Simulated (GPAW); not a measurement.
# A Sn chain with one atom pushed aside at constant bond length: a series of junctions, part 2 of 2

How does transport respond as one structural variable is stepped? The junctions: a Sn chain with one atom pushed aside at constant bond length.

GPAW 26.7.0; GPAW LCAO, PAW setups; Landauer transmission from Green's functions with principal layers (ASE), zero bias.

So far, transmission at the Fermi level (one spin): step 2 (member of the series, offset 0.3 Å) 2.99; step 3 (another cell, offset 0.6 Å) 2.95; step 4 (another cell, offset 0.9 Å) 2.86; step 5 (another cell, offset 1.2 Å) 2.73.

## (6) Side by side (continued)

The runs together. The transmission, zone mean by energy, zero at the Fermi level:

| energy (eV) | 0.3 | 0.6 | 0.9 | 1.2 |
| --- | --- | --- | --- | --- |
| -3.0000 | 7.7e-9 | 6.9e-9 | 5.7e-9 | 4.1e-9 |
| -2.7750 | 2.9e-8 | 2.7e-8 | 2.5e-8 | 1.8e-8 |
| -2.4750 | 0.998 | 0.991 | 0.956 | 0.835 |
| -2.2500 | 0.999 | 0.992 | 0.957 | 0.836 |
| -2.0250 | 0.999 | 0.991 | 0.948 | 0.803 |
| -1.7250 | 0.999 | 0.986 | 0.924 | 0.730 |
| -1.5000 | 0.998 | 0.980 | 0.891 | 0.651 |
| -1.2750 | 0.998 | 0.967 | 0.832 | 0.549 |
| -0.9750 | 0.993 | 0.898 | 0.634 | 0.398 |
| -0.7500 | 2.60 | 2.09 | 1.93 | 1.90 |
| -0.5250 | 2.93 | 2.77 | 2.60 | 2.45 |
| -0.2250 | 2.98 | 2.91 | 2.80 | 2.66 |
| 0.0000 | 2.99 | 2.95 | 2.86 | 2.73 |
| 0.2250 | 2.99 | 2.97 | 2.90 | 2.78 |
| 0.5250 | 2.99 | 2.98 | 2.93 | 2.82 |
| 0.7500 | 3.00 | 2.99 | 2.94 | 2.83 |
| 0.9750 | 3.00 | 2.99 | 2.95 | 2.83 |
| 1.2750 | 3.00 | 2.99 | 2.95 | 2.80 |
| 1.5000 | 3.00 | 2.99 | 2.94 | 2.76 |
| 1.7250 | 3.00 | 2.99 | 2.92 | 2.70 |
| 2.0250 | 3.00 | 2.97 | 2.87 | 2.60 |
| 2.2500 | 2.99 | 2.96 | 2.81 | 2.51 |
| 2.4750 | 2.99 | 2.93 | 2.74 | 2.40 |
| 2.7750 | 2.98 | 2.86 | 2.56 | 2.23 |
| 3.0000 | 2.95 | 2.69 | 2.32 | 2.05 |

The runs together. The current through one cell, from the zero-bias transmission by bias:

| bias (V) | 0.3 (μA) | 0.6 (μA) | 0.9 (μA) | 1.2 (μA) |
| --- | --- | --- | --- | --- |
| 0.100 | 23.1 | 22.8 | 22.1 | 21.2 |
| 0.200 | 46.3 | 45.7 | 44.3 | 42.3 |
| 0.500 | 116 | 114 | 111 | 106 |
| 1.000 | 231 | 227 | 220 | 210 |
| 1.500 | 343 | 334 | 322 | 308 |
| 2.000 | 425 | 411 | 393 | 374 |

## (7) Other settings

One more run, with changed settings.

File run.py:

```python
import json
import numpy as np
from ase import Atoms
from ase.transport.calculators import TransportCalculator
from gpaw import GPAW, FermiDirac
from gpaw.lcao.tools import get_lcao_hamiltonian
from scipy.linalg import eigh

# The junction with lead layers at both ends, along the third cell vector
device = Atoms(
    ['Sn', 'Sn', 'Sn', 'Sn', 'Sn', 'Sn', 'Sn', 'Sn', 'Sn', 'Sn', 'Sn'],
    positions=[
        [4.50000, 4.50000, 1.37500],
        [4.50000, 4.50000, 4.12500],
        [4.50000, 4.50000, 6.87500],
        [4.50000, 4.50000, 9.62500],
        [4.50000, 4.50000, 12.37500],
        [4.80000, 4.50000, 15.10859],
        [4.50000, 4.50000, 17.84217],
        [4.50000, 4.50000, 20.59217],
        [4.50000, 4.50000, 23.34217],
        [4.50000, 4.50000, 26.09217],
        [4.50000, 4.50000, 28.84217]],
    cell=[[9.0, 0.0, 0.0], [0.0, 9.0, 0.0], [0.0, 0.0, 30.21717]],
    pbc=True)

# One principal layer of the lead: the first 1 atoms of the device
lead = Atoms(
    ['Sn'],
    positions=[
        [4.50000, 4.50000, 1.37500]],
    cell=[[9.0, 0.0, 0.0], [0.0, 9.0, 0.0], [0.0, 0.0, 2.75]],
    pbc=True)

settings = dict(mode='lcao', basis='szp(dzp)', xc='PBE', h=0.2,
                occupations=FermiDirac(0.1), maxiter=50,
                mixer=dict(beta=0.1, nmaxold=8, weight=100.0),
                convergence=dict(density=0.0001))
energies = np.arange(-3, 3 + 1e-9, 0.075)
eta = 0.0001
n1, n2 = 1, 1
# k and -k transmit alike, so half of the mesh across the current serves
mesh = [(i, j) for i in range(n1) for j in range(n2) if (i, j) <= (-i % n1, -j % n2)]
weights = np.array([1 if (i, j) == (-i % n1, -j % n2) else 2 for i, j in mesh]) / (n1 * n2)

# [... helper functions left out ...]
fermi_lead = ground_state(lead, (1, 1, 14), 'lead.txt')
fermi_device = ground_state(device, (1, 1, 3), 'device.txt')
# [... loop over the mesh left out, but for ...]
        # Shift the lead onto the potential of the device's first layer
        shift = ((H[:, 0, 0] - H0[:, 0, 0]) / S0[0, 0]).real.mean()
# [...]
kT = 8.617333e-5 * 200
bias = [0.1, 0.2, 0.5, 1.0, 1.5, 2.0]
# [... integrals and printing left out ...]
```

The run is started by

```console
OMP_NUM_THREADS=1 OPENBLAS_NUM_THREADS=1 python run.py
```

The program printed:

```text
basis functions: device 154, principal layer 14
Fermi level: lead -3.1765 eV, device -3.2071 eV; lead shifted by 0.1224 eV
largest coupling past the next layer 5.87e-01 eV, largest misfit of the first layer 0.051 eV
  E-E_F (eV)   T (one spin)  [channel counts left out]
    -3.000    4.6194e-01
    -2.925    4.8778e-01
    -2.850    5.0638e-01
    -2.775    5.2400e-01
    -2.700    5.4332e-01
    -2.625    5.6571e-01
    -2.550    5.9189e-01
    -2.475    6.2222e-01
    -2.400    6.5673e-01
    -2.325    6.9513e-01
    -2.250    7.3672e-01
    -2.175    7.8036e-01
    -2.100    8.2447e-01
    -2.025    8.6711e-01
    -1.950    9.0615e-01
    -1.875    9.3961e-01
[...]
2.475    2.9605e+00
     2.550    2.9451e+00
     2.625    2.9288e+00
     2.700    2.9194e+00
     2.775    2.9229e+00
     2.850    2.9338e+00
     2.925    2.9140e+00
     3.000    2.7649e+00
conductance at 200 K: 2.9636 G0 a cell; thermopower -0.09962 uV/K
current from the zero-bias T(E) at 0.1 V: 22.963 uA
current from the zero-bias T(E) at 0.2 V: 45.935 uA
current from the zero-bias T(E) at 0.5 V: 114.92 uA
current from the zero-bias T(E) at 1.0 V: 228.36 uA
current from the zero-bias T(E) at 1.5 V: 319.05 uA
current from the zero-bias T(E) at 2.0 V: 392.54 uA
```

Wall time 47 s (1 thread of Intel Xeon Platinum 8259CL at 2.50GHz (Skylake/Cascade Lake), shared host); peak memory 0.94 GiB.

The run finished. A setting was moved off its sound value on purpose, so it serves as a test and not as the result.

The fault put into the input: a principal layer that is too short (n_lead = 1 and period = 2.75).

## (8) Results

```json
{
  "conductance, first and last member": "2.99 and 2.73 G₀",
  "largest and smallest": "2.99 and 2.73 G₀"
}
```

**Reading.** As the sideways shift goes from 0.3 to 1.2 Å, the conductance goes from 2.99 to 2.73 G₀. The conductance falls at every step of the series. The geometry was built from estimated bond lengths and not relaxed, so the numbers describe this model structure. Spin-orbit coupling is left out, which matters for the heavy atoms here. An evenly spaced straight chain is an idealisation: free chains tend to dimerise, zigzag or, where a band edge lies near the Fermi level, turn magnetic. The currents use the zero-bias T(E) throughout, which holds only while the bias is small against the distance to the nearest feature. The energy step is wider than the thermal energy, so the conductance and thermopower rest on interpolation of T(E).

[Logs are printed without paths, hosts, clocks, repeated set-up lines and the standing remarks that a program may print on its own settings, such as how far it seeks lower states.]

[Hosts, paths, dates, database ids (printed as entryN), source tags and the programs' standing remarks are cut or masked in the printed files.]
